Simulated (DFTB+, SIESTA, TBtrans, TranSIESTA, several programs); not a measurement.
# phenylene between two C chains: electron transport, part 2 of 2

Which level of theory is enough for the transmission of phenylene between two C chains? The current runs along the third cell vector; the first and last atoms are layers of the leads.

SIESTA 5.4.2, TranSIESTA 5.4.2, TBtrans 5.4.2, DFTB+ 25.1 with libNEGF and DFTB+ 25.1; PBE, numerical atomic orbitals (DZP), PseudoDojo norm-conserving files converted to PSML; other levels are named step by step (the session's first sound run).

So far, transmission at the Fermi level: step 4 (transmission at zero bias, case PBE, DZP) 0.506; step 6 (case basis SZP) 0.485; step 8 (DFTB+, DFTB with the mio-1-1 Slater-Koster , case DFTB, mio) 0.312. Also open channels of the lead: step 4 2.00; step 6 2.00.

## 9. T(E) at 0 V, case DFTB without charge response

This step: DFTB with the cp2k-nonscc Slater-Koster set, no charge response, Green functions (DFTB+ 25.1 with libNEGF).

Changed here: DFTB without charge response. A cheaper Hamiltonian on the same geometry shows what the approximation costs. The hoppings are cut so that a layer touches its neighbours alone. The energy range is centred on the contact run's Fermi level.

Input file dftb_in.hsd:

```
Geometry = GenFormat {
  <<< "geo.gen"
}
Transport {
  Device {
    AtomRange = 1 26
    FirstLayerAtoms = 1 7 21
  }
  Contact {
    Id = "source"
    AtomRange = 27 38
    Potential [eV] = 0
    Temperature [K] = 300
  }
  Contact {
    Id = "drain"
    AtomRange = 39 50
    Potential [eV] = 0
    Temperature [K] = 300
  }
  Task = UploadContacts {}
}
Hamiltonian = DFTB {
  SCC = No
  SlaterKosterFiles = Type2FileNames {
    Prefix = "skf/"
    Separator = "-"
    Suffix = ".skf"
  }
  MaxAngularMomentum {
    C = "p"
    H = "s"
  }
  PolynomialRepulsive = SetForAll { Yes }
  TruncateSKRange = {
    SKMaxDistance [Angstrom] = 5.76
    HardCutoff = Yes
  }
  Filling = Fermi {
    Temperature [K] = 300
  }
  Solver = TransportOnly {}
}
Analysis {
  TunnelingAndDos {
    EnergyRange [eV] = -7.0591 -3.0591
    EnergyStep [eV] = 0.025
    Delta = 1e-05
    Region {
      Atoms = 7:20
      Label = "channel"
    }
  }
}
ParserOptions {
  ParserVersion = 14
}
```

Input file geo.gen:

```
50 C
  C H
   1 1     5.399090     4.500000     0.640000
   2 1     5.399090     4.500000     1.920000
   3 1     5.399090     4.500000     3.200000
   4 1     5.399090     4.500000     4.480000
   5 1     5.399090     4.500000     5.760000
   6 1     5.399090     4.500000     7.040000
   7 1     5.399090     4.500000     8.320000
   8 1     5.399090     4.500000     9.600000
   9 1     5.399091     4.500000    11.060000
  10 2     7.548181     4.500000    11.214048
  11 2     3.250000     4.500000    11.214048
  12 1     6.607045     4.500000    11.757413
  13 1     4.191136     4.500000    11.757413
  14 1     6.607045     4.500000    13.152239
  15 1     4.191136     4.500000    13.152239
  16 2     7.548181     4.500000    13.695604
  17 2     3.250000     4.500000    13.695604
  18 1     5.399091     4.500000    13.849652
  19 1     5.399090     4.500000    15.309652
  20 1     5.399090     4.500000    16.589652
  21 1     5.399090     4.500000    17.869652
  22 1     5.399090     4.500000    19.149652
  23 1     5.399090     4.500000    20.429652
  24 1     5.399090     4.500000    21.709652
  25 1     5.399090     4.500000    22.989652
  26 1     5.399090     4.500000    24.269652
  27 1     5.399090     4.500000    -7.040000
  28 1     5.399090     4.500000    -5.760000
  29 1     5.399090     4.500000    -4.480000
  30 1     5.399090     4.500000    -3.200000
  31 1     5.399090     4.500000    -1.920000
  32 1     5.399090     4.500000    -0.640000
  33 1     5.399090     4.500000   -14.720000
  34 1     5.399090     4.500000   -13.440000
  35 1     5.399090     4.500000   -12.160000
  36 1     5.399090     4.500000   -10.880000
  37 1     5.399090     4.500000    -9.600000
  38 1     5.399090     4.500000    -8.320000
  39 1     5.399090     4.500000    25.549652
  40 1     5.399090     4.500000    26.829652
  41 1     5.399090     4.500000    28.109652
  42 1     5.399090     4.500000    29.389652
  43 1     5.399090     4.500000    30.669652
  44 1     5.399090     4.500000    31.949652
  45 1     5.399090     4.500000    33.229652
  46 1     5.399090     4.500000    34.509652
  47 1     5.399090     4.500000    35.789652
  48 1     5.399090     4.500000    37.069652
  49 1     5.399090     4.500000    38.349652
  50 1     5.399090     4.500000    39.629652
```

Run with:

```bash
> OMP_NUM_THREADS=1 dftb+ > cp2knonscc.v0.out
```

Wall time 0.26 s (1 thread of Intel Xeon 6975P-C (Granite Rapids), shared host); peak memory 0.19 GiB.

One spin. Table of transmission by energy, zero at the Fermi level:

energy (eV), transmission and a bar from the least value:
```
   -2.000      0.694 ##############################
   -1.900      0.647 ##########################
   -1.800      0.604 #######################
   -1.700      0.565 ####################
   -1.600      0.529 #################
   -1.500      0.497 ###############
   -1.400      0.469 #############
   -1.300      0.443 ###########
   -1.200      0.421 #########
   -1.100      0.401 ########
   -1.000      0.384 ######
   -0.900      0.368 #####
   -0.800      0.355 ####
   -0.700      0.344 ###
   -0.600      0.334 ###
   -0.500      0.325 ##
   -0.400      0.318 #
   -0.300      0.312 #
   -0.200      0.307 #
   -0.100      0.304 
    0.000      0.301 
    0.100      0.300 
    0.200      0.299 
    0.300      0.300 
    0.400      0.301 
    0.500      0.303 
    0.600      0.306 #
    0.700      0.310 #
    0.800      0.316 #
    0.900      0.322 ##
    1.000      0.329 ##
    1.100      0.338 ###
    1.200      0.347 ####
    1.300      0.358 ####
    1.400      0.370 #####
    1.500      0.384 ######
    1.600      0.399 ########
    1.700      0.416 #########
    1.800      0.435 ##########
    1.900      0.455 ############
    2.000      0.478 ##############
```

The conductance is 0.301 G0, 0.60 times that of the case PBE, DZP.

## 10. The junction as a periodic cell, case GFN1-xTB

This step: GFN1-xTB Hamiltonian of the periodic cell between leads' self-energies (DFTB+ 25.1).

Changed here: GFN1-xTB. A cheaper Hamiltonian on the same geometry shows what the approximation costs. The periodic cell gives self-consistent charges, from which the Hamiltonian is then written out; one principal layer of the lead was run in the same way.

Input file dftb_in.hsd:

```
Geometry = GenFormat {
  <<< "geo.gen"
}
Hamiltonian = xTB {
  Method = "GFN1-xTB"
  SccTolerance = 1e-06
  MaxSccIterations = 300
  Mixer = Broyden {
    MixingParameter = 0.1
  }
  Filling = Fermi {
    Temperature [K] = 300
  }
  KPointsAndWeights = SupercellFolding {
    1 0 0
    0 1 0
    0 0 2
    0.0 0.0 0.0
  }
}
Options {
  WriteChargesAsText = Yes
}
Analysis {
  MullikenAnalysis = Yes
  PrintForces = Yes
}
ParserOptions {
  ParserVersion = 14
}
```

Input file geo.gen:

```
26 S
  C H
   1 1     5.399090     4.500000     0.640000
   2 1     5.399090     4.500000     1.920000
   3 1     5.399090     4.500000     3.200000
   4 1     5.399090     4.500000     4.480000
   5 1     5.399090     4.500000     5.760000
   6 1     5.399090     4.500000     7.040000
   7 1     5.399090     4.500000     8.320000
   8 1     5.399090     4.500000     9.600000
   9 1     5.399091     4.500000    11.060000
  10 2     7.548181     4.500000    11.214048
  11 2     3.250000     4.500000    11.214048
  12 1     6.607045     4.500000    11.757413
  13 1     4.191136     4.500000    11.757413
  14 1     6.607045     4.500000    13.152239
  15 1     4.191136     4.500000    13.152239
  16 2     7.548181     4.500000    13.695604
  17 2     3.250000     4.500000    13.695604
  18 1     5.399091     4.500000    13.849652
  19 1     5.399090     4.500000    15.309652
  20 1     5.399090     4.500000    16.589652
  21 1     5.399090     4.500000    17.869652
  22 1     5.399090     4.500000    19.149652
  23 1     5.399090     4.500000    20.429652
  24 1     5.399090     4.500000    21.709652
  25 1     5.399090     4.500000    22.989652
  26 1     5.399090     4.500000    24.269652
  0.0 0.0 0.0
  10.798181 0.000000 0.000000
  0.000000 9.000000 0.000000
  0.000000 0.000000 24.909652
```

Run with:

```bash
> OMP_NUM_THREADS=1 dftb+ > dftb.out
```

The job ended after 0.16 s (1 thread; peak memory 0.19 GiB).

This step gave:

| Quantity | Value |
| --- | --- |
| Fermi energy | -10.04 eV |

## 11. Transmission at zero bias, case GFN1-xTB

Input file run.py:

```python
import json, re
import numpy as np
from numpy.linalg import inv, eigh, eigvalsh

Ha = 27.211386
n_lead, slices = 6, [0, 6, 20]      # atoms of a principal layer; first atom of each slice of the device
order = list(range(26))      # atoms of the device by height
energies = np.arange(-2.0125, 2.0125 + 1e-9, 0.025)
eta, temperature, mesh, align = 0.0001, 300, (1, 1), True


def read(path):
    """Blocks (atom, neighbour, cell, matrix) of hamreal1.dat or overreal.dat."""
    words = re.sub(r'#.*', '', open(path).read()).split()
    n = int(words[0])
    norb = [int(w) for w in words[3:1 + 3 * n:3]]
    blocks, i = [], 1 + 3 * n
    while i < len(words):
        a, b, cell = int(words[i]) - 1, int(words[i + 2]) - 1, [int(w) for w in words[i + 3:i + 6]]
        m = np.array(words[i + 6:i + 6 + norb[a] * norb[b]], float).reshape(norb[a], norb[b])
        blocks.append((a, b, cell, m))
        i += 6 + m.size
    return np.r_[0, np.cumsum(norb)], blocks


def matrix(data, k, R):
    """The block between cell 0 and cell R along the current, at wave vector k across it."""
    at, blocks = data
    M = np.zeros((at[-1], at[-1]), complex)
    for a, b, c, m in blocks:
        phase = np.exp(2j * np.pi * (k[0] * c[0] + k[1] * c[1]))
        if c[2] == R:
            M[at[a]:at[a + 1], at[b]:at[b + 1]] += m * phase
        if c[2] == -R and a != b:      # a pair of unlike atoms is listed once
            M[at[b]:at[b + 1], at[a]:at[a + 1]] += m.T * phase.conjugate()
    return M


def fermi_level(folder):
    return float(re.search(r'Fermi level:.*H +(\S+) eV', open(folder + '/detailed.out').read())[1])


def surface(a0, a1):
    es, e, a, b = a0.copy(), a0.copy(), a1[0].copy(), a1[1].copy()
    for _ in range(200):
        g = inv(e)
        ag, bg = a @ g, b @ g
        es, e = es - ag @ b, e - ag @ b - bg @ a
        a, b = -ag @ a, -bg @ b
        if abs(a).max() < 1e-11:
            break
    return inv(es)


files = {f: [read(f'{f}/{x}') for x in ('hamreal1.dat', 'overreal.dat')] for f in ('lead', 'device')}
fermi = fermi_level('device')
at = files['device'][0][0]
cut = [np.concatenate([np.arange(at[a], at[a + 1]) for a in order[i:j]]) for i, j in zip(slices, slices[1:] + [len(order)])]
points = [(i, j) for i in range(mesh[0]) for j in range(mesh[1]) if (i, j) <= (-i % mesh[0], -j % mesh[1])]
weights = [(1 if (i, j) == (-i % mesh[0], -j % mesh[1]) else 2) / (mesh[0] * mesh[1]) for i, j in points]
T, N, top, tail, dropped = np.zeros(len(energies)), np.zeros(len(energies)), np.zeros((3, len(energies))), 0.0, 0.0
for (i, j), w in zip(points, weights):
    k = (i / mesh[0], j / mesh[1])
    H, S = Ha * matrix(files['device'][0], k, 0), matrix(files['device'][1], k, 0)
    (H0, H1, H2), (S0, S1) = [Ha * matrix(files['lead'][0], k, R) for R in range(3)], [matrix(files['lead'][1], k, R) for R in range(2)]
    n = len(H0)
    shift = np.mean(np.diag(H)[:n] - np.diag(H0)).real if align else fermi - fermi_level('lead')
    H0, H1, zero = H0 + shift * S0, H1 + shift * S1, fermi_level('lead') + shift
    tail = max(tail, abs(H2).max())
    dropped = max([dropped] + [abs(H[np.ix_(a, b)]).max() for a, b in zip(cut, cut[2:])])
    for m, e in enumerate(energies):
        z = zero + e + 1j * eta
        a0, up, down = z * S0 - H0, z * S1 - H1, z * S1.conj().T - H1.conj().T
        sl, sr = down @ surface(a0, (down, up)) @ up, up @ surface(a0, (up, down)) @ down
        gl, gr = 1j * (sl - sl.conj().T), 1j * (sr - sr.conj().T)
        A = (zero + e) * S - H
        g = g1 = inv(A[np.ix_(cut[0], cut[0])] - sl)
        for a, b in zip(cut, cut[1:]):
            v = A[np.ix_(a, b)]
            g = inv(A[np.ix_(b, b)] - v.conj().T @ g @ v - (sr if b is cut[-1] else 0))
            g1 = -g1 @ v @ g
        x, u = eigh(gl)
        root = u * np.sqrt(x.clip(0))
        t = eigvalsh(root.conj().T @ g1 @ gr @ g1.conj().T @ root)[::-1].clip(0)
        bulk = inv(a0 - sl - sr)
        T[m] += w * t.sum()
        N[m] += w * np.trace(gl @ bulk @ gr @ bulk.conj().T).real
        top[:, m] += w * t[:3]

print(f'orbitals: device {at[-1]}, principal layer {n}; slices {len(cut)}; k points {len(points)}')
print(f'Fermi level of the device cell {fermi:.4f} eV; shift of the lead {shift:.4f} eV; zero of energy (Fermi level of the lead) {zero:.4f} eV')
print(f'largest element left out: past the next layer of the lead {tail:.1e} eV, between slices {dropped:.1e} eV')
print('  E-E_F (eV)   T (one spin)   channels   three largest eigenchannels')
for row in zip(energies, T, N, *top):
    print('%10.3f  %12.4e  %9.4f  %10.3e %10.3e %10.3e' % row)
kT = 8.617333e-5 * temperature
fine = np.linspace(energies[0], energies[-1], 6001)
y = np.exp(np.interp(fine, energies, np.log(T + 1e-30)))
f = 1 / (1 + np.exp(np.clip(fine / kT, -200, 200)))
G = np.trapezoid(y * f * (1 - f) / kT, fine)
seebeck = -np.trapezoid(y * f * (1 - f) / kT * fine, fine) / (G * temperature) * 1e6
print(f'conductance at {temperature} K: {G:.5g} G0 a cell; thermopower {seebeck:.4g} uV/K')
json.dump(dict(E=energies.tolist(), T=T.tolist(), N=N.tolist(), top=top.tolist(), G=G, seebeck=seebeck, tail=tail, dropped=dropped,
               shift=shift, orbitals=int(at[-1]), lead=n), open('result.json', 'w'))
```

device/dftb_in.hsd, as its differences from dftb_in.hsd of step 10:

```diff
@@ -19,9 +19,7 @@
   }
+  ReadInitialCharges = Yes
 }
 Options {
-  WriteChargesAsText = Yes
-}
-Analysis {
-  MullikenAnalysis = Yes
-  PrintForces = Yes
+  ReadChargesAsText = Yes
+  WriteRealHS = Yes
 }
```

Run with:

```bash
> (cd lead && OMP_NUM_THREADS=1 dftb+ > dump.out)
> (cd device && OMP_NUM_THREADS=1 dftb+ > dump.out)
> OMP_NUM_THREADS=1 python run.py
```

It took 0.43 s on 1 thread; peak memory 0.19 GiB.

One spin. Transmission against energy, zero at the Fermi level:

```tsv
energy (eV)	transmission
-1.988	0.624
-1.812	0.557
-1.613	0.496
-1.413	0.448
-1.212	0.412
-1.012	0.385
-0.812	0.366
-0.613	0.353
-0.412	0.345
-0.212	0.343
-0.013	0.345
0.212	0.353
0.412	0.366
0.613	0.385
0.812	0.410
0.988	0.438
1.212	0.484
1.413	0.533
1.613	0.592
1.788	0.651
1.988	0.726
```

The conductance is 0.345 G0, 32 % under that of the case PBE, DZP. At the Fermi level one eigenchannel carries it, with T = 0.34.

## 12. The junction as a periodic cell, case GFN2-xTB

This step: GFN2-xTB Hamiltonian of the periodic cell between leads' self-energies (DFTB+ 25.1).

Changed here: GFN2-xTB. A cheaper Hamiltonian on the same geometry shows what the approximation costs.

dftb_in.hsd, as its differences from that of step 10:

```diff
@@ -4,3 +4,3 @@
 Hamiltonian = xTB {
-  Method = "GFN1-xTB"
+  Method = "GFN2-xTB"
   SccTolerance = 1e-06
```

geo.gen is that of step 10.

Run with:

```bash
> OMP_NUM_THREADS=1 dftb+ > dftb.out
```

Elapsed: 0.18 s, on 1 thread; peak memory 0.19 GiB.

Numbers from this step:

| Property | Result |
| --- | --- |
| Fermi energy | -9.176 eV |

## 13. T(E) at 0 V, case GFN2-xTB

run.py is that of step 11.

device/dftb_in.hsd, as its differences from that of step 11:

```diff
@@ -4,3 +4,3 @@
 Hamiltonian = xTB {
-  Method = "GFN1-xTB"
+  Method = "GFN2-xTB"
   SccTolerance = 1e-06
```

Run with:

```bash
> (cd lead && OMP_NUM_THREADS=1 dftb+ > dump.out)
> (cd device && OMP_NUM_THREADS=1 dftb+ > dump.out)
> OMP_NUM_THREADS=1 python run.py
```

Run time: 0.43 s. Hardware: 1 thread; peak memory 0.19 GiB.

One spin. Table of transmission by energy, zero at the Fermi level:

energy (eV), transmission and a bar from the least value:
```
   -1.988      0.556 ################
   -1.913      0.531 ###############
   -1.812      0.501 ############
   -1.712      0.475 ##########
   -1.613      0.452 #########
   -1.512      0.431 #######
   -1.413      0.413 ######
   -1.312      0.398 #####
   -1.212      0.384 ####
   -1.113      0.373 ###
   -1.012      0.363 ##
   -0.912      0.355 ##
   -0.812      0.348 #
   -0.713      0.343 #
   -0.613      0.339 
   -0.512      0.336 
   -0.412      0.335 
   -0.312      0.334 
   -0.212      0.335 
   -0.113      0.337 
   -0.013      0.341 
    0.113      0.347 #
    0.212      0.353 #
    0.312      0.361 ##
    0.412      0.370 ###
    0.512      0.381 ###
    0.613      0.393 ####
    0.713      0.407 #####
    0.812      0.422 ######
    0.912      0.439 ########
    0.988      0.453 #########
    1.113      0.479 ###########
    1.212      0.502 ############
    1.288      0.521 ##############
    1.413      0.554 ################
    1.488      0.575 ##################
    1.613      0.613 #####################
    1.712      0.645 #######################
    1.788      0.671 #########################
    1.913      0.715 ############################
    1.988      0.742 ##############################
```

The conductance is 0.341 G0, 33 % under that of the case PBE, DZP. At the Fermi level one eigenchannel carries it, with T = 0.34.

## 14. The ladder of levels

This step: transmission of one junction over levels of basis, functional and code, with cost (several programs post-processed).

The levels are set side by side. They share one geometry, unless a row names other leads, so they differ by the settings that each row names.

Times from shared hosts. Ladder, by row:

```tsv
level	program	T at E_F, sum over listed spins	conductance (G0)	r.m.s. of T(E) from the first row	core-minutes, all zero-bias steps
PBE, DZP	TBtrans	0.5058	0.5059	0	0.9
basis SZP	TBtrans	0.4854	0.4855	0.02288	0.57
DFTB, mio	DFTB+	0.3125	0.3126	0.1882	0.03
DFTB without charge response	DFTB+	0.3013	0.3014	0.2189	0.01
GFN1-xTB	DFTB+	0.345	0.3451	0.1351	0.01
GFN2-xTB	DFTB+	0.3413	0.3414	0.1366	0.01
```

1e-10 stands for smaller values and for energies where a level's lead has no channel. Table of transmission by energy, zero at the Fermi level:

```tsv
energy (eV)	PBE, DZP	basis SZP	DFTB, mio	DFTB without charge response	GFN1-xTB	GFN2-xTB
-2.0000	0.588	0.620	0.590	0.694	0.630	0.561
-1.7500	0.555	0.570	0.507	0.584	0.537	0.485
-1.5000	0.529	0.533	0.444	0.497	0.467	0.429
-1.2500	0.511	0.506	0.397	0.432	0.418	0.389
-1.0000	0.499	0.489	0.363	0.384	0.383	0.362
-0.7500	0.493	0.478	0.339	0.349	0.361	0.345
-0.5000	0.492	0.475	0.323	0.325	0.348	0.336
-0.2500	0.496	0.477	0.314	0.310	0.343	0.335
0.0000	0.506	0.485	0.312	0.301	0.345	0.341
0.2500	0.521	0.499	0.317	0.299	0.355	0.356
0.5000	0.543	0.519	0.328	0.303	0.374	0.379
0.7500	0.571	0.546	0.346	0.313	0.402	0.412
1.0000	0.607	0.579	0.372	0.329	0.441	0.456
1.2500	0.651	0.620	0.408	0.352	0.492	0.511
1.5000	0.703	0.670	0.455	0.384	0.558	0.579
1.7500	0.761	0.727	0.515	0.425	0.638	0.658
2.0000	0.825	0.791	0.589	0.478	0.730	0.746
```

## 15. Outcome

* conductance, PBE, DZP: 0.506 G₀
* conductance, basis SZP: 0.485 G₀
* conductance, DFTB, mio: 0.313 G₀
* conductance, DFTB without charge response: 0.301 G₀
* conductance, GFN1-xTB: 0.345 G₀
* conductance, GFN2-xTB: 0.341 G₀

GFN2-xTB (0.60 eV) needed a shift of over 0.3 eV to line the lead's levels up with the cell's. The conductance is 0.506 G0 by PBE, DZP and spans 0.301 (DFTB without charge response) to 0.506 G0 (PBE, DZP) over the 6 levels of the ladder counted here; side tests aren't counted. So the choice matters moderately. In the case PBE, DZP the junction passes 25 % of what the lead's channels allow. Among rungs that give a conductance the cost spans 0.01 to 0.9 core-minutes on shared hosts, where costs within about 30 % count as alike and the number of cycles enters too; among the ladder's rungs the cheapest within 10 % of the conductance by PBE, DZP is basis SZP, a match at the Fermi level that need not hold over the whole curve. The geometry stands as built, unrelaxed; at zero bias the first case bears forces up to 3.3 eV/Å on atoms away from the electrode layers. Semilocal functionals misplace molecular levels, as a rule towards the Fermi level. The leads are evenly spaced chains of single atoms, an idealisation: real ones can dimerise or buckle, and some carry moments. The tight-binding rungs are rough beside density functional theory. Of the session's 19 records, 6 are not shown: repeated electrode runs and relaxations, cycles of the same form as earlier ones, some side tests of settings, or summaries that rest on unsound runs.

[Logs are printed without paths, hosts, clocks, repeated set-up lines and the standing remarks that a program may print on its own settings, such as how far it seeks lower states.]

[Hosts, paths, dates, database ids (printed as entryN), source tags and the programs' standing remarks are cut or masked in the printed files.]
